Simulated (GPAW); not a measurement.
## Magnetic state of Fe2 on W4 110 from several starts

A self-consistent run ends on one state, which hangs on the start. Several orders of Fe2 on W4 110 are started in GPAW and their energies compared.

Method: PBE; plane waves with GPAW's PAW setups, scalar-relativistic, in GPAW 26.7.0.

## Step 1: Starting point

The cell holds 6 atoms: 4 W and 2 Fe. Its edges and angles: a = 2.741 Å, b = 2.741 Å, c = 22.331 Å, α = 90.0°, β = 90.0°, γ = 109.5°. ideal sites on the substrate's mesh, layer spacings from atomic volumes, unrelaxed, 12 A of vacuum. Vacuum lies along c.

## Step 2: Start 1: ferro ++

Parallel moments need no larger cell; this start tests for a ferromagnetic state only.

Input file order1.py:

```python
import json
import numpy as np
from ase import Atoms
from ase.parallel import paropen, parprint
from gpaw import GPAW

atoms = Atoms(['W', 'W', 'W', 'W', 'Fe', 'Fe'],
    cell=[[1.5825, -2.237993, 0.0],
         [1.5825, 2.237993, 0.0],
         [0.0, 0.0, 22.3307]],
    scaled_positions=[[0.0, 0.0, 0.268688],
         [0.5, 0.5, 0.368894],
         [0.0, 0.0, 0.4691],
         [0.5, 0.5, 0.569307],
         [0.0, 0.0, 0.65671],
         [0.5, 0.5, 0.731312]],
    pbc=True,
    magmoms=[0.0, 0.0, 0.0, 0.0, 2.6, 2.6])
atoms.calc = GPAW(mode={'name': 'pw', 'ecut': 450},
    xc='PBE',
    kpts={'size': (18, 18, 1), 'gamma': True},
    occupations={'name': 'fermi-dirac', 'width': 0.05},
    convergence={'density': 1e-05, 'energy': 1e-05},
    maxiter=250,
    mixer={'name': 'pulay', 'beta': 0.03, 'nmaxold': 8, 'weight': 100},
    symmetry={'tolerance': 1e-4},
    txt='order1.txt')
e = atoms.get_potential_energy(force_consistent=True)
res = {'free_energy': e, 'energy_sigma0': atoms.get_potential_energy(), 'fermi_energy': atoms.calc.get_fermi_level()}
res['moments'] = atoms.get_magnetic_moments().tolist()
res['total'] = atoms.get_magnetic_moment()
parprint('site moments (muB):', np.round(res['moments'], 3))
parprint(f"total moment: {res['total']:.3f} muB")
parprint(f'free energy: {e:.6f} eV')
atoms.calc.write('order1.gpw')
with paropen('results.json', 'w') as f:
    json.dump(res, f)
```

Launch:

```sh
$ OMP_NUM_THREADS=1 mpirun -n 4 gpaw python order1.py > order1.log
```

Log:

```text
site moments (muB): [ 1.000e-02  1.000e-03  6.000e-03 -9.200e-02  2.097e+00  2.809e+00]
total moment: 4.914 muB
free energy: -61.436974 eV

--- order1.txt ---
Input parameters:
  mode=PW(ecut=450),
  convergence={'density': 1e-05, 'energy': 1e-05},
  kpts=MonkhorstPack(size=(18, 18, 1), gamma=True),
  maxiter=250,
  mixer=Pulay(name='pulay', nmaxold=8, beta=0.03, weight=100, sigma=0.015, g_ss=None),
  occupations=Occupations(name='fermi-dirac', width=0.05),
  symmetry=Symmetry(tolerance=0.0001),
  xc=XC(name='PBE')

Diagonalizing LCAO Hamiltonian
Converting LCAO to pw mode

           Fe

       Fe

           W

       W

           W

       W

Atoms  # Å, Bohr magnetons
|   | symbol |        x |        y |         z |    initial magnetic moments |
|---|--------|----------|----------|-----------|-----------------------------|
| 0 |      W | 0.000000 | 0.000000 |  5.999991 | ( 0.0000,  0.0000,  0.0000) |
| 1 |      W | 1.582500 | 0.000000 |  8.237661 | ( 0.0000,  0.0000,  0.0000) |
| 2 |      W | 0.000000 | 0.000000 | 10.475331 | ( 0.0000,  0.0000,  0.0000) |
| 3 |      W | 1.582500 | 0.000000 | 12.713024 | ( 0.0000,  0.0000,  0.0000) |
| 4 |     Fe | 0.000000 | 0.000000 | 14.664794 | ( 0.0000,  0.0000,  2.6000) |
| 5 |     Fe | 1.582500 | 0.000000 | 16.330709 | ( 0.0000,  0.0000,  2.6000) |

Unit cell  # Å
| periodic |        x |         y |         z |   lengths |     angles |
|----------|----------|-----------|-----------|-----------|------------|
|      yes | 1.582500 | -2.237993 |  0.000000 |  2.740970 |  90.000000 |
|      yes | 1.582500 |  2.237993 |  0.000000 |  2.740970 |  90.000000 |
|      yes | 0.000000 |  0.000000 | 22.330700 | 22.330700 | 109.471222 |

Number of symmetries: 4

BZ-sampling:
  Number of BZ points: 324
  Number of IBZ points: 91

  Monkhorst-Pack size: [18, 18, 1]
  Monkhorst-Pack shift: [0.027778, 0.027778, 0.0]

K-points  # in reciprocal-cell coordinates
|     |                                coordinates |     weight |
|-----|--------------------------------------------|------------|
|   0 | ( -0.00000000,  -0.00000000,   0.00000000) | 0.00308642 |
|   1 | (  0.05555556,  -0.05555556,   0.00000000) | 0.00617284 |
|   2 | (  0.05555556,  -0.00000000,   0.00000000) | 0.01234568 |
|   3 | (  0.05555556,   0.05555556,   0.00000000) | 0.00617284 |
|   4 | (  0.11111111,  -0.11111111,   0.00000000) | 0.00617284 |
|   5 | (  0.11111111,  -0.05555556,   0.00000000) | 0.01234568 |
|   6 | (  0.11111111,  -0.00000000,   0.00000000) | 0.01234568 |
|   7 | (  0.11111111,   0.05555556,   0.00000000) | 0.01234568 |
|   8 | (  0.11111111,   0.11111111,   0.00000000) | 0.00617284 |
|   9 | (  0.16666667,  -0.16666667,   0.00000000) | 0.00617284 |
| ... |                                            |            |
|  90 | (  0.50000000,   0.50000000,   0.00000000) | 0.00308642 |

Plane wave coefficients: 3478
Cutoff: 450.000000 eV

Spin-components: 2 (collinear spins)
Bands:           51
Projectors:      36
Spin-degeneracy: 1
Datatype:        complex128

Parallelization:
  kpt:    4
  domain: 1
  band:   1

Density:
  Valence electrons: 72.0
  Components: 2
  Grid points: [ 14  14 112]
  Charge: 0.0  # |e|

Potential:
  Grid points: [ 14  14 112]

species:
  W:
    name:    Tungsten
    Z:       74.0
    valence: 14
    core:    60
    charge:  0.0  # [|e|]
    compensation charges:
      type: gauss
      rc: 0.40  # [Å]
      lmax: 2
    cutoffs:
      filter: 2.36  # [Å]
      core: 3.02  # [Å]
    projectors
    | kind |    occ | energy [eV] | rcut [Å] |
    |------|--------|-------------|----------|
    |   5s |  2.000 |     -78.830 |    1.344 |
    |   6s |  2.000 |      -5.697 |    1.344 |
    |   5p |  6.000 |     -43.233 |    1.355 |
    |   6p |  0.000 |      -1.367 |    1.355 |
    |   5d |  4.000 |      -4.494 |    1.228 |
    |    d |        |      22.717 |    1.228 |

    Using partial waves for W as LCAO basis

  Fe:
    name:    Iron
    Z:       26.0
    valence: 8
    core:    18
    charge:  0.0  # [|e|]
    compensation charges:
      type: gauss
      rc: 0.33  # [Å]
      lmax: 2
    cutoffs:
      filter: 2.06  # [Å]
      core: 2.67  # [Å]
    projectors
    | kind |    occ | energy [eV] | rcut [Å] |
    |------|--------|-------------|----------|
    |   4s |  2.000 |      -5.291 |    1.164 |
    |   4p |  0.000 |      -1.326 |    1.058 |
    |   3d |  6.000 |      -7.505 |    1.058 |
    |    s |        |      21.920 |    1.164 |
    |    p |        |      25.885 |    1.058 |
    |    d |        |      19.706 |    1.058 |

    Using partial waves for Fe as LCAO basis

Reference energy: -1824325.595820  # eV

eigensolver:
  PPCG
  Converge bands: occupied
  niter=2

density mixing:
  Pulay-Mixer
  Linear mixing parameters: 0.03
  Old densities: 8
  Fourier metric: weight=100, sigma=0.015

occupation numbers:
  Fermi-Dirac:
    width: 0.0500  # eV

poisson solver:
  ecut: 3600.000000  # eV

xc functional:
  name: PBE with 2 nearest neighbor stencil

convergence criteria:
- Maximum integral of absolute [dens]ity change: 1e-05 electrons / valence electron
- Maximum [total energy] change in last 3 cyles: 1e-05 eV / valence electron
- Maximum integral of absolute [eigenst]ate change: 4e-08 eV^2 / valence electron
maximum number of iterations: 250

SCF iterations
|iter     |      energy | eigst |  dens |  magmom |
|---------|-------------|-------|-------|---------|
|iter:   1|       0s |  -65.489794 | +0.16 |       |  +5.2070|
|iter:   2|      13s |  -79.784879 | -0.75 | -0.88 |  +5.1529|
|iter:   3|      26s |  -62.821927 | -1.22 | -0.59 |  +5.1369|
|iter:   4|      39s |  -62.539905 | -2.62 | -1.10 |  +5.1236|
|iter:   5|      52s |  -62.057769 | -2.19 | -1.12 |  +5.0943|
|iter:   6|      65s |  -61.635252 | -1.88 | -1.18 |  +5.0574|
|iter:   7|      78s |  -61.385580 | -1.62 | -1.28 |  +5.0037|
|iter:   8|      91s |  -61.363819 | -2.45 | -1.44 |  +4.9748|
|iter:   9|     103s |  -61.354029 | -2.27 | -1.50 |  +4.9371|
|iter:  10|     116s |  -61.344405 | -2.64 | -1.69 |  +4.9383|
[... 29 iterations left out ...]
|iter:  40|     464s |  -61.418574c| -7.72c| -4.39 |  +4.9135|
|iter:  41|     470s |  -61.418574c| -8.05c| -4.54 |  +4.9135|
|iter:  42|     476s |  -61.418574c| -7.71c| -4.60 |  +4.9134|
|iter:  43|     482s |  -61.418574c| -8.06c| -4.75 |  +4.9134|
|iter:  44|     487s |  -61.418574c| -8.24c| -4.81 |  +4.9135|
|iter:  45|     493s |  -61.418574c| -8.64c| -4.86 |  +4.9136|
|iter:  46|     499s |  -61.418574c| -8.82c| -4.88 |  +4.9136|
|iter:  47|     505s |  -61.418574c| -8.64c| -4.89 |  +4.9137|
|iter:  48|     511s |  -61.418574c| -8.82c| -4.99 |  +4.9138|
|iter:  49|     517s |  -61.418574c| -9.22c| -5.14c|  +4.9138|

Converged in 49 steps
Energy contributions relative to reference atoms: (reference = -1824325.595820)

Energy contributions:
  Kinetic:          34.009775
  Coulomb:         -38.718785
  Zero:              0.227829
  External:          0.000000
  Xc:              -56.918993
  Entropy:          -0.036800
  Spinorbit:         0.000000
  ----------------------------
  Free energy:     -61.436974
  Extrapolated:    -61.418574

dipole moment: (-31.365853, -0.000000, 0.074979)  # |e|*Ang

Total magnetic moment: (0.000000, 0.000000, 4.913805)

Local magnetic moments
|        x |        y |         z |
|----------|----------|-----------|
| 0.000000 | 0.000000 |  0.010221 |  # W    0
| 0.000000 | 0.000000 |  0.001348 |  # W    1
| 0.000000 | 0.000000 |  0.005914 |  # W    2
| 0.000000 | 0.000000 | -0.092476 |  # W    3
| 0.000000 | 0.000000 |  2.096620 |  # Fe   4
| 0.000000 | 0.000000 |  2.809026 |  # Fe   5

Fermi level: 5.408
Eigenvalues  # (at kpt = [-0.000, -0.000, 0.000])
| band index |      eig [eV] | occ [0-1] |      eig [eV] | occ [0-1] |
|------------|---------------|-----------|---------------|-----------|
|          0 |       -68.571 |     1.000 |       -68.570 |     1.000 |
|        ... |               |           |               |           |
|         29 |         3.497 |     1.000 |         4.273 |     1.000 |
|         30 |         3.640 |     1.000 |         4.283 |     1.000 |
|         31 |         3.685 |     1.000 |         4.853 |     1.000 |
|         32 |         3.851 |     1.000 |         4.952 |     1.000 |
|         33 |         3.966 |     1.000 |         5.173 |     0.991 |
|         34 |         4.047 |     1.000 |         5.626 |     0.013 |
|         35 |         4.084 |     1.000 |         5.637 |     0.010 |
|         36 |         4.354 |     1.000 |         6.080 |     0.000 |
|         37 |         4.362 |     1.000 |         6.182 |     0.000 |
|         38 |         4.596 |     1.000 |         6.472 |     0.000 |
|         39 |         4.962 |     1.000 |         6.569 |     0.000 |
|         40 |         5.586 |     0.028 |         6.694 |     0.000 |
|         41 |         6.510 |     0.000 |         7.158 |     0.000 |
|         42 |         6.844 |     0.000 |         7.175 |     0.000 |
|         43 |         7.154 |     0.000 |         7.295 |     0.000 |
|         44 |         7.331 |     0.000 |         7.382 |     0.000 |
|        ... |               |           |               |           |
|         50 |         8.581 |     0.000 |         8.767 |     0.000 |

No gap
No difference between direct/indirect transitions
```

Elapsed: 9 min, on 4 MPI ranks of Arm Neoverse V1, shared host; peak memory 1.4 GiB; 36 min of CPU time.

Spin moment in the augmentation sphere by atom:

```
atom  spin moment in the augmentation sphere (μB)
  W1                                         0.01
  W2                                         0.00
  W3                                         0.01
  W4                                        -0.09
 Fe5                                         2.10
 Fe6                                         2.81
```

This step gave:

| Item | Value |
| --- | --- |
| magnetization | 4.914 μB |
| final state | ferromagnetic |

After 49 cycles the largest moment stands at 2.81 μB.

(Part 1 of 2 ends here.)

[Long decimals in the printed logs are rounded to 6 places.]

[Logs and program files are shortened in this print: banners, set-up blocks, solver, clock and traceback lines can be left out without a mark of their own.]

[Logs are printed without paths, hosts, clocks, repeated set-up lines and the standing remarks that a program may print on its own settings, such as how far it seeks lower states.]

[Hosts, paths, dates, database ids (printed as entryN), source tags and the programs' standing remarks are cut or masked in the printed files.]

[Where the starting crystal was built by hand or by swapping elements, it need not be the compound's stable phase.]

[Where a cell is said to come from a database of computed structures, the database is the Materials Project.]

[Runs that the program refused, that were killed for memory or that had too few empty states are not shown or counted.]

[Lattice constants of own cells that a recipe calls measured were typed without a cited source.]
